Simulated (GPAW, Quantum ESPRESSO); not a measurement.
# O K ELNES/XANES of LaGaO3 (Pm-3m) from DFT

Aim: the O K edge of LaGaO3 (Pm-3m) by two routes, a Lanczos recursion (XSpectra) and a sum over empty bands (GPAW), to see which features are robust.

Main program and level: Quantum ESPRESSO 7.5; core-hole supercells, plane-wave PAW LDA, without spin-orbit coupling (first program; GPAW 26.7.0 follows as the second).

Report form: the programs' logs are mostly left out.

## Step 1: The starting structure

The structure is cubic, space group Pm-3m (No. 221). The conventional cell has a = 3.913 Å, b = 3.913 Å, c = 3.913 Å, α = 90.00°, β = 90.00°, γ = 90.00°. Nearest to La lie 12 O at 2.77 Å. Nearest to Ga lie 6 O at 1.96 Å. Nearest to O lie 2 Ga at 1.96 Å and 4 La at 2.77 Å. Farther neighbours and most contacts between anions are not listed.

As a file:

```cif
data_structure
_symmetry_space_group_name_H-M 'P 1'
_symmetry_Int_Tables_number 1
_cell_length_a 3.9135
_cell_length_b 3.9135
_cell_length_c 3.9135
_cell_angle_alpha 90.000
_cell_angle_beta 90.000
_cell_angle_gamma 90.000
_cell_volume 59.94
loop_
_atom_site_label
_atom_site_type_symbol
_atom_site_fract_x
_atom_site_fract_y
_atom_site_fract_z
_atom_site_occupancy
La1 La 0.50000 0.50000 0.50000 1
Ga2 Ga 0.00000 0.00000 0.00000 1
O3 O 0.50000 0.00000 0.00000 1
O4 O 0.00000 0.00000 0.50000 1
O5 O 0.00000 0.50000 0.00000 1
```

## Step 2: The field without a hole (Quantum ESPRESSO)

The ground state comes first: it tells whether the system has a gap, which decides how the excited electron is treated.

The PAW data sets are made with ld1.x, with reconstruction data.

The input, scf.in:

```
&control
   calculation='scf', prefix='x', pseudo_dir='../pp', outdir='tmp', tprnfor=.true.
/
&system
   ibrav=0, nat=5, ntyp=4, nbnd=26
   ecutwfc=75, ecutrho=560
   occupations='smearing', smearing='mv', degauss=0.015
/
&electrons
   conv_thr=5.0e-08, electron_maxstep=120
   mixing_beta=0.5
/
ATOMIC_SPECIES
La 1.0 La.lda-spfn-kjpaw.UPF
Ga 1.0 Ga.lda-dnl-kjpaw.UPF
O3 1.0 O.lda-n-kjpaw.UPF
O 1.0 O.lda-n-kjpaw.UPF
CELL_PARAMETERS angstrom
  3.91345600 0.00000000 0.00000000
  0.00000000 3.91345600 0.00000000
  0.00000000 0.00000000 3.91345600
ATOMIC_POSITIONS crystal
La   0.50000000 0.50000000 0.50000000
Ga   0.00000000 0.00000000 0.00000000
O3   0.50000000 0.00000000 0.00000000
O    0.00000000 0.00000000 0.50000000
O    0.00000000 0.50000000 0.00000000
K_POINTS automatic
7 7 7 0 0 0
```

Launch:

```bash
$ OMP_NUM_THREADS=1 mpirun --oversubscribe --bind-to none -np 8 pw.x -nk 8 -in scf.in > scf.out
```

The job ended after 41 s (8 MPI ranks of Arm Neoverse V1, shared host; peak memory 0.25 GiB; 5.5 min of CPU time).

Absorbing atoms carry a label of their own (element plus a letter or digit), as the spectrum program needs them as separate species.

The mesh shows a gap of 3.34 eV, so the hole is first treated in a charged cell, without the excited electron.

## Step 3: Spectrum without a core hole, O atom 3 (Quantum ESPRESSO)

Without a hole the spectrum is the empty density of states of the right symmetry on the absorber, weighted by matrix elements. It needs only the small cell and serves as the baseline.

The absorber has 2 Ga at 1.96 Å (linear, site symmetry 4/mmm).

The input, xspectra.in:

```
&input_xspectra
   calculation='xanes_dipole', edge='K'
   prefix='x', outdir='tmp', xiabs=3, xe0=12.5637
   xonly_plot=.false., x_save_file='xanes.sav'
   xniter=3000, xcheck_conv=20, xerror=0.005
   xcoordcrys=.false., xepsilon(1)=1, xepsilon(2)=0, xepsilon(3)=0
/
&plot
   xnepoint=413, xemin=-10, xemax=45, terminator=.true., cut_occ_states=.true.
   xgamma=0.4
/
&pseudos
   filecore='../O.wfc'
/
&cut_occ
   cut_desmooth=0.1, cut_stepl=0.05, cut_stepu=0.05, cut_ierror=1e-5
/
6 6 6 0 0 0
```

Launch:

```bash
$ OMP_NUM_THREADS=1 mpirun --oversubscribe --bind-to none -np 8 xspectra.x -nk 8 -in xspectra.in > xspectra.out
```

Wall time 70 s (8 MPI ranks); peak memory 0.2 GiB; 9.4 min of CPU time.

The O K spectrum, O atom 3, no core hole (energy from the lowest empty level; intensity scaled to a mean of 1 over the first 20 eV; the points at xe0, where the cut of filled states can leave a spike, are interpolated):

```csv
E (eV),intensity
-2.0,0.05
-1.5,0.06
-1.0,0.07
-0.5,0.10
0.0,0.17
0.5,0.36
1.0,0.61
1.5,0.59
2.0,0.73
2.5,1.14
3.0,1.56
3.5,1.68
4.0,2.14
4.5,1.85
5.0,1.19
5.5,0.79
6.0,0.63
6.5,0.65
7.0,0.74
7.5,0.91
8.0,1.09
8.5,1.17
9.0,1.66
9.5,1.76
10.0,1.69
10.5,1.37
11.0,1.60
11.5,1.47
12.0,1.66
12.5,1.40
13.0,1.19
13.5,1.06
14.0,0.65
14.5,0.53
15.0,0.44
15.5,0.39
16.0,0.35
16.5,0.44
17.0,0.52
17.5,0.66
18.0,0.65
18.5,0.73
19.0,0.82
19.5,0.80
20.0,0.60
20.5,0.48
21.0,0.40
21.5,0.46
22.0,0.44
22.5,0.37
23.0,0.34
23.5,0.40
24.0,0.43
24.5,0.50
25.0,0.59
25.5,0.44
26.0,0.39
26.5,0.37
27.0,0.42
27.5,0.44
28.0,0.52
28.5,0.67
29.0,0.79
29.5,0.74
30.0,0.77
30.5,0.78
31.0,0.87
31.5,1.12
32.0,1.09
```

Main maxima below 24 eV (height): 4.1 eV (2.19), 9.7 eV (1.78), 11.0 eV (1.61), 12.0 eV (1.67), 19.2 eV (0.84) and 21.7 eV (0.47). A K edge sees empty p states on the absorber.

## Step 4: Another broadening

The final state's lifetime shortens with energy, so measured features broaden above the edge; the saved Lanczos coefficients are redrawn with a width that grows.

The input, xspectra_plot.in:

```
&input_xspectra
   calculation='xanes_dipole', edge='K'
   prefix='x', outdir='tmp', xiabs=3, xe0=12.5637
   xonly_plot=.true., x_save_file='xanes.sav'
   xniter=3000, xcheck_conv=20, xerror=0.005
   xcoordcrys=.false., xepsilon(1)=1, xepsilon(2)=0, xepsilon(3)=0
/
&plot
   xnepoint=413, xemin=-10, xemax=45, terminator=.true., cut_occ_states=.true.
   gamma_mode='variable', gamma_energy(1)=4, gamma_energy(2)=25, gamma_value(1)=0.3, gamma_value(2)=2.5
/
&pseudos
   filecore='../O.wfc'
/
&cut_occ
   cut_desmooth=0.1, cut_stepl=0.05, cut_stepu=0.05, cut_ierror=1e-5
/
6 6 6 0 0 0
```

Launch:

```bash
$ OMP_NUM_THREADS=1 xspectra.x -in xspectra_plot.in > xspectra_plot.out
```

Elapsed: 4.8 s, on 1 MPI rank; peak memory 0.05 GiB.

With a Lorentzian half width 0.3 eV up to 4 eV, rising linearly to 2.5 eV at 25 eV (counted from xe0, 1.7 eV below the zero used here), the maxima are 1.0 eV (0.69), 4.1 eV (2.10) and 9.6 eV (1.48).

## Step 5: Reference energy of the supercell (Quantum ESPRESSO)

The photon energy needs a difference of total energies, so the cell and mesh of the coming hole run are first run without a hole.

The input, scf.in:

```
&control
   calculation='scf', prefix='x', pseudo_dir='../pp', outdir='tmp', tprnfor=.true.
/
&system
   ibrav=0, nat=20, ntyp=3, nbnd=88
   ecutwfc=75, ecutrho=560
   occupations='fixed'
/
&electrons
   conv_thr=2.0e-07, electron_maxstep=120
   mixing_beta=0.5
/
ATOMIC_SPECIES
La 1.0 La.lda-spfn-kjpaw.UPF
Ga 1.0 Ga.lda-dnl-kjpaw.UPF
O 1.0 O.lda-n-kjpaw.UPF
CELL_PARAMETERS angstrom
  3.91345600 3.91345600 3.91345600
  -3.91345600 3.91345600 -3.91345600
  -3.91345600 3.91345600 3.91345600
ATOMIC_POSITIONS crystal
La   0.50000000 0.00000000 0.00000000
La   0.00000000 0.50000000 0.00000000
La   0.50000000 0.50000000 0.50000000
La   0.00000000 0.00000000 0.50000000
Ga   0.00000000 0.00000000 0.00000000
Ga   0.50000000 0.50000000 0.00000000
Ga   0.00000000 0.50000000 0.50000000
Ga   0.50000000 0.00000000 0.50000000
O    0.25000000 0.00000000 0.75000000
O    0.75000000 0.50000000 0.75000000
O    0.25000000 0.50000000 0.25000000
O    0.75000000 0.00000000 0.25000000
O    0.00000000 0.75000000 0.25000000
O    0.50000000 0.25000000 0.25000000
O    0.00000000 0.25000000 0.75000000
O    0.50000000 0.75000000 0.75000000
O    0.25000000 0.25000000 0.00000000
O    0.75000000 0.75000000 0.00000000
O    0.25000000 0.75000000 0.50000000
O    0.75000000 0.25000000 0.50000000
K_POINTS automatic
3 3 3 0 0 0
```

Launch:

```bash
$ OMP_NUM_THREADS=1 mpirun --oversubscribe --bind-to none -np 8 pw.x -nk 4 -in scf.in > scf.out
```

The job ended after 2.5 min (8 MPI ranks; peak memory 0.61 GiB; 20 min of CPU time).

Reference energy: -1159535.782 eV with the cores included.

## Step 6: The atom with a core hole (Quantum ESPRESSO)

The frozen core must hold the hole, so the absorber gets a data set of its own.

The input, O.lda-n-kjpaw-1sch.ld1.in:

```
&input
   title='O', zed=8., rel=1, iswitch=3, dft='PZ',
   config='1s1 2s2 2p5'
/
&inputp
   file_pseudopw='O.lda-n-kjpaw-1sch.UPF', author='',
   lpaw=.true.,
   pseudotype=3,
   lloc=-1,
   rcloc=1.1,
   which_augfun='PSQ',
   rmatch_augfun_nc=.true.,
   nlcc=.true.,
   new_core_ps=.true.,
   rcore=0.7,
   tm=.true.,
   zval=7,
   lgipaw_reconstruction=.true., use_paw_as_gipaw=.true.
/
4
2S  1  0  2.00  0.00  1.00  1.30  0.0
2S  1  0  0.00  1.00  1.00  1.30  0.0
2P  2  1  5.00  0.00  0.90  1.35  0.0
2P  2  1  0.00  0.05  0.90  1.35  0.0
```

Launch:

```bash
$ ld1.x < O.lda-n-kjpaw-1sch.ld1.in > O.lda-n-kjpaw-1sch.ld1.out
```

Wall time 0.66 s (1 MPI rank); peak memory 0.12 GiB.

Removing the core electron and adding it to the valence shell costs the free atom 530.6 eV.

## Step 7: Supercell with FCH, O atom 3 (Quantum ESPRESSO)

The holes are 6.8 Å apart. The excited electron is left out and a uniform background balances the charge.

scf.in, as its differences from that of step 5:

```diff
@@ -4,5 +4,6 @@
 &system
-   ibrav=0, nat=20, ntyp=3, nbnd=88
+   ibrav=0, nat=20, ntyp=4, nbnd=88
    ecutwfc=75, ecutrho=560
    occupations='fixed'
+   tot_charge=1
 /
@@ -15,2 +16,3 @@
 Ga 1.0 Ga.lda-dnl-kjpaw.UPF
+O0 1.0 O.lda-n-kjpaw-1sch.UPF
 O 1.0 O.lda-n-kjpaw.UPF
@@ -29,3 +31,3 @@
 Ga   0.50000000 0.00000000 0.50000000
-O    0.25000000 0.00000000 0.75000000
+O0   0.25000000 0.00000000 0.75000000
 O    0.75000000 0.50000000 0.75000000
```

Launch:

```bash
$ OMP_NUM_THREADS=1 mpirun --oversubscribe --bind-to none -np 8 pw.x -nk 4 -in scf.in > scf.out
```

Elapsed: 3.6 min, on 8 MPI ranks; peak memory 0.64 GiB; 29 min of CPU time.

Energy with the hole: -1159015.236 eV, cores included.

## Step 8: Spectrum with FCH, O atom 3 (Quantum ESPRESSO)

The Lanczos recursion gives the spectrum without computing empty bands; each polarisation needs a run of its own on the full k mesh. xe0 is set between filled and empty states, and states below it are cut. The file of filecore holds the core orbital, taken from the hole-free data set.

xspectra.in, as its differences from that of step 3:

```diff
@@ -2,3 +2,3 @@
    calculation='xanes_dipole', edge='K'
-   prefix='x', outdir='tmp', xiabs=3, xe0=12.5637
+   prefix='x', outdir='tmp', xiabs=3, xe0=12.5553
    xonly_plot=.false., x_save_file='xanes.sav'
@@ -17,2 +17,2 @@
 /
-6 6 6 0 0 0
+4 4 4 0 0 0
```

xspectra_1.in, as its differences from xspectra.in of step 8:

```diff
@@ -5,3 +5,3 @@
    xniter=3000, xcheck_conv=20, xerror=0.005
-   xcoordcrys=.false., xepsilon(1)=1, xepsilon(2)=0, xepsilon(3)=0
+   xcoordcrys=.false., xepsilon(1)=0, xepsilon(2)=1, xepsilon(3)=0
 /
```

Launch:

```bash
$ OMP_NUM_THREADS=1 mpirun --oversubscribe --bind-to none -np 8 xspectra.x -nk 8 -in xspectra.in > xspectra.out
```

Elapsed: 5 min, on 8 MPI ranks; peak memory 0.58 GiB; 40 min of CPU time.

The O K spectrum, O atom 3, full core hole (charged cell) (energy from the lowest empty level; intensity scaled to a mean of 1 over the first 20 eV; the points at xe0, where the cut of filled states can leave a spike, are interpolated):

```csv
E (eV),intensity
-2.0,0.05
-1.0,0.09
0.0,0.19
1.0,0.78
2.0,1.07
3.0,2.27
4.0,1.92
5.0,0.95
6.0,0.56
7.0,0.89
8.0,1.99
9.0,1.52
10.0,1.08
11.0,1.11
12.0,1.09
13.0,0.93
14.0,0.46
15.0,0.37
16.0,0.32
17.0,0.67
18.0,0.67
19.0,0.86
20.0,0.54
21.0,0.50
22.0,0.39
23.0,0.40
24.0,0.54
25.0,0.56
26.0,0.59
27.0,0.58
28.0,0.69
29.0,0.99
30.0,0.96
31.0,1.16
32.0,1.08
```

Main maxima below 24 eV (height): 3.0 eV (2.28), 8.2 eV (2.04), 11.6 eV (1.26), 17.5 eV (0.76), 19.2 eV (0.88) and 21.1 eV (0.50). 

The hole costs E(hole) − E(ground) = 520.55 eV, and the lowest empty level of the hole cell lies at 14.07 eV, which puts the zero at 534.62 eV. One term is added: -8.83 eV, since the hole is spin-paired here and a spin-polarised one costs that much less in the free atom (computed apart). The photon energy is then 525.79 eV. The functional and the charged cell's background leave an error in such absolute values: in the free atom LDA prices this hole 4.1 eV below PBE (computed apart), and PBE is itself good to a few eV.

## Step 9: Another broadening

xspectra_plot.in, as its differences from that of step 4:

```diff
@@ -2,3 +2,3 @@
    calculation='xanes_dipole', edge='K'
-   prefix='x', outdir='tmp', xiabs=3, xe0=12.5637
+   prefix='x', outdir='tmp', xiabs=3, xe0=12.5553
    xonly_plot=.true., x_save_file='xanes.sav'
@@ -17,2 +17,2 @@
 /
-6 6 6 0 0 0
+4 4 4 0 0 0
```

Launch:

```bash
$ OMP_NUM_THREADS=1 xspectra.x -in xspectra_plot.in > xspectra_plot.out
```

Wall time 2.4 s (1 MPI rank); peak memory 0.05 GiB.

With a Lorentzian half width 0.3 eV up to 4 eV, rising linearly to 2.5 eV at 25 eV (counted from xe0, 1.5 eV below the zero used here), the maxima are 1.2 eV (0.92), 2.9 eV (2.42), 8.2 eV (1.60) and 18.4 eV (0.64).

## Step 10: Supercell with XCH, O atom 3 (Quantum ESPRESSO)

The holes are 6.8 Å apart. The excited electron is kept in the cell, where it fills the lowest empty states and screens the hole.

Changed against the first core-hole run: core hole to XCH.

scf.in, as its differences from that of step 7:

```diff
@@ -4,6 +4,5 @@
 &system
-   ibrav=0, nat=20, ntyp=4, nbnd=88
+   ibrav=0, nat=20, ntyp=4, nbnd=105
    ecutwfc=75, ecutrho=560
-   occupations='fixed'
-   tot_charge=1
+   occupations='smearing', smearing='gaussian', degauss=0.003
 /
```

Launch:

```bash
$ OMP_NUM_THREADS=1 mpirun --oversubscribe --bind-to none -np 8 pw.x -nk 4 -in scf.in > scf.out
```

Run time: 2.9 min. Hardware: 8 MPI ranks; peak memory 0.65 GiB; 23 min of CPU time.

Energy with the hole: -1159000.524 eV, cores included.

## Step 11: Excitation energy, O atom 3 (Quantum ESPRESSO)

With the excited electron kept in the cell the system stays neutral, and the energy difference is an excitation energy by itself. In a small cell that electron takes up a good share of the lowest empty band, or all of one, which shifts the value from the true onset.

The total-energy difference is 535.26 eV. With the free-atom term of -8.83 eV for this edge, the photon energy is 526.43 eV.

## Step 12: The field without a hole (GPAW)

The second program starts from its own ground state, on the same cell and functional.

The input, scf.py:

```python
import numpy as np
from ase import Atoms
from ase.parallel import parprint, paropen
from gpaw import GPAW, PW, FermiDirac, Mixer, MixerDif, setup_paths
from gpaw.test import gen
setup_paths.insert(0, '.')
gen('O', name='nch1s', xcname='LDA', corehole=(1, 0, 0), write_xml=True)
from gpaw.mpi import world
world.barrier()

atoms = Atoms('LaGaO3',
    cell=[[3.913456, 0, 0],
     [0, 3.913456, 0],
     [0, 0, 3.913456]],
    scaled_positions=[[0.5, 0.5, 0.5],
     [0, 0, 0],
     [0.5, 0, 0],
     [0, 0, 0.5],
     [0, 0.5, 0]],
    pbc=True)
atoms.calc = calc = GPAW(legacy_gpaw=True, mode=PW(500, force_complex_dtype=True), xc='LDA', setups={2: 'nch1s'},
    kpts={'size': (6, 6, 6), 'gamma': True}, occupations=FermiDirac(0.05),
    charge=0, mixer=Mixer(0.1, 5, 50), maxiter=150,
    convergence={'density': 0.0001, 'eigenstates': 1e-6}, txt='scf.txt')
energy = atoms.get_potential_energy() + calc.get_reference_energy()
ef = calc.get_fermi_level()
out = dict(energy=energy, fermi=ef, forces=atoms.get_forces().tolist())
parprint(f'all-electron energy {energy:.4f} eV, Fermi level {ef:.4f} eV')
ev = np.array([[calc.get_eigenvalues(k, s) for k in range(len(calc.get_ibz_k_points()))] for s in range(calc.get_number_of_spins())])
out['homo'], out['lumo'], out['counts'] = ev[ev < ef].max(), ev[ev > ef].min(), sorted(set((ev < ef).sum((0, 2)).tolist()))
out['filled'] = (ev[:, 0] < ef).sum(1).tolist()
import json
with paropen('out.json', 'w') as f:
    json.dump(out, f)
```

Launch:

```bash
$ OMP_NUM_THREADS=1 mpirun -n 8 gpaw python scf.py
```

It took 12 s on 8 MPI ranks; peak memory 0.21 GiB.

The mesh shows a gap of 3.26 eV, so the hole is first treated in a charged cell, without the excited electron.

## Step 13: Spectrum without a core hole, O atom 3 (GPAW)

This cheap baseline ignores the attraction of the hole: it shows the absorber's empty states as they are in the ground state. The data set with a hole of occupation 0 only carries the core orbital.

The input, xas.py:

```python
import numpy as np
from ase import Atoms
from ase.parallel import parprint, paropen
from gpaw import GPAW, PW, FermiDirac, Mixer, MixerDif, setup_paths
from gpaw.test import gen
setup_paths.insert(0, '.')
gen('O', name='nch1s', xcname='LDA', corehole=(1, 0, 0), write_xml=True)
from gpaw.mpi import world
world.barrier()

atoms = Atoms('LaGaO3',
    cell=[[3.913456, 0, 0],
     [0, 3.913456, 0],
     [0, 0, 3.913456]],
    scaled_positions=[[0.5, 0.5, 0.5],
     [0, 0, 0],
     [0.5, 0, 0],
     [0, 0, 0.5],
     [0, 0.5, 0]],
    pbc=True)
atoms.calc = calc = GPAW(legacy_gpaw=True, mode=PW(500, force_complex_dtype=True), xc='LDA', setups={2: 'nch1s'},
    kpts={'size': (6, 6, 6), 'gamma': True}, occupations=FermiDirac(0.02),
    charge=0, mixer=Mixer(0.1, 5, 50), maxiter=150,
    convergence={'density': 0.0001, 'eigenstates': 1e-6}, txt='scf.txt')
energy = atoms.get_potential_energy() + calc.get_reference_energy()
ef = calc.get_fermi_level()
out = dict(energy=energy, fermi=ef, forces=atoms.get_forces().tolist())
parprint(f'all-electron energy {energy:.4f} eV, Fermi level {ef:.4f} eV')
ev = np.array([[calc.get_eigenvalues(k, s) for k in range(len(calc.get_ibz_k_points()))] for s in range(calc.get_number_of_spins())])
out['homo'], out['lumo'], out['counts'] = ev[ev < ef].max(), ev[ev > ef].min(), sorted(set((ev < ef).sum((0, 2)).tolist()))
out['filled'] = (ev[:, 0] < ef).sum(1).tolist()

from ase.units import Ha
from gpaw.xas import dipole_matrix_elements
nb = int(calc.get_number_of_electrons() / 2) + 44
top = nb
nscf = calc.fixed_density(kpts={'size': (6, 6, 6), 'gamma': True},
    convergence={'eigenstates': 1.0}, txt='nscf.txt')
nscf.diagonalize_full_hamiltonian(nbands=nb)
cell = atoms.cell.array
ops = [cell.T @ U.T @ np.linalg.inv(cell.T) for U in nscf.wfs.kd.symmetry.op_scc]
filled = [16]  # bands filled in the ground state, by spin
E = np.arange(-25, 34, 0.1)
fwhm = np.interp(E, [4, 25], [0.9, 3.5])
Y, X, zero, highest = 0, 0, 1e9, 1e9
for spin in range(nscf.get_number_of_spins()):
    wfs = nscf.wfs
    mine = wfs.bd.get_slice()  # this rank's bands
    A = dipole_matrix_elements(wfs.setups[2])
    eps = np.zeros((wfs.kd.nibzkpts, nb))
    d = np.zeros((3, A.shape[1], wfs.kd.nibzkpts, nb), complex)
    for kpt in wfs.kpt_u:
        if kpt.s == spin and 2 in kpt.P_ani:
            eps[kpt.k, mine] = kpt.eps_n * Ha
            d[:, :, kpt.k, mine] = (kpt.weight * wfs.nspins / 2) ** 0.5 * np.inner(A, kpt.P_ani[2])
    world.sum(eps)
    world.sum(d)
    T = np.einsum('amkn,bmkn->abkn', d, d.conj()).real
    T = sum(np.einsum('ai,ijkn,bj->abkn', R, T, R) for R in ops) / len(ops)
    empty = np.ones_like(eps, bool) & (np.arange(nb) >= filled[spin])
    zero, highest = min(zero, eps[empty].min()), min(highest, eps[:, top - 1].min())
    lines = [(eps, T, empty)] if spin == 0 else lines + [(eps, T, empty)]
for eps, T, empty in lines:
    f = np.einsum('aakn->akn', T).reshape(3, -1)
    x = eps.ravel() - zero
    w = np.interp(x, E, fwhm) / 2.35482
    g = np.exp(-0.5 * ((E[:, None] - x) / w) ** 2) / (w * (2 * np.pi) ** 0.5)
    Y = Y + (f * empty.ravel()) @ g.T
    X = X + (f * ~empty.ravel()) @ g.T
out.update(E=E.round(2).tolist(), xas=Y.tolist(), xes=X.tolist(), zero=zero, valid=highest - zero, nk=len(eps), nb=nb)
for i in range(0, len(E), 10):
    parprint(f'{E[i]:7.2f}', *(f'{v:10.3e}' for v in Y[:, i]))
import json
with paropen('out.json', 'w') as f:
    json.dump(out, f)
```

Launch:

```bash
$ OMP_NUM_THREADS=1 mpirun -n 8 gpaw python xas.py
```

It took 77 s on 8 MPI ranks; peak memory 0.46 GiB; 10 min of CPU time.

The O K spectrum, O atom 3, no core hole (energy from the lowest empty level; intensity scaled to a mean of 1 over the first 20 eV):

```csv
E (eV),intensity
-2.0,0.00
-1.4,0.00
-0.8,0.00
-0.2,0.02
0.4,0.24
1.0,0.61
1.6,0.47
2.2,0.78
2.8,1.52
3.4,1.83
4.0,2.53
4.6,1.95
5.2,0.87
5.8,0.45
6.4,0.47
7.0,0.64
7.6,0.90
8.2,1.16
8.8,1.53
9.4,1.79
10.0,1.70
10.6,1.56
11.2,1.58
11.8,1.65
12.4,1.54
13.0,1.22
13.6,0.84
14.2,0.53
14.8,0.37
15.4,0.33
16.0,0.37
16.6,0.46
17.2,0.55
17.8,0.63
18.4,0.68
19.0,0.69
19.6,0.68
20.2,0.64
20.8,0.60
21.4,0.58
22.0,0.60
22.6,0.63
23.2,0.65
23.8,0.65
24.4,0.63
25.0,0.59
25.6,0.56
26.2,0.52
26.8,0.50
27.4,0.50
```

Main maxima below 24 eV (height): 1.1 eV (0.61), 4.1 eV (2.58), 9.5 eV (1.79), 11.8 eV (1.65), 19.0 eV (0.69) and 23.5 eV (0.65). 

The same matrix elements for filled bands give the O K emission of O atom 3 (ground-state approximation; energy from the lowest empty level, largest value 1):

```csv
E (eV),emission
-24.00,0.00
-23.25,0.00
-22.50,0.00
-21.75,0.00
-21.00,0.00
-20.25,0.00
-19.50,0.00
-18.75,0.00
-18.00,0.00
-17.25,0.01
-16.50,0.00
-15.75,0.00
-15.00,0.00
-14.25,0.00
-13.50,0.00
-12.75,0.00
-12.00,0.00
-11.25,0.02
-10.50,0.04
-9.75,0.08
-9.00,0.09
-8.25,0.11
-7.50,0.19
-6.75,0.31
-6.00,0.53
-5.25,0.82
-4.50,0.85
-3.75,0.97
-3.00,0.25
-2.25,0.00
-1.50,0.00
-0.75,0.00
0.00,0.00
0.75,0.00
1.50,0.00
2.25,0.00
3.00,0.00
```

Emission maxima: -4.0 eV (1.00).

[end of part 1 of 2]

[Logs are printed without paths, hosts, clocks, repeated set-up lines and the standing remarks that a program may print on its own settings, such as how far it seeks lower states.]

[Hosts, paths, dates, database ids (printed as entryN), source tags and the programs' standing remarks are cut or masked in the printed files.]

[Lists of maxima count a maximum above −3 eV only where it reaches 4 % of the highest in the window and stands out from its surroundings by 2 % of it (1.5 % where it reaches 55 %); shoulders and weaker maxima are passed over, and of the rest the first, up to two pre-edge ones and the few strongest are named.]
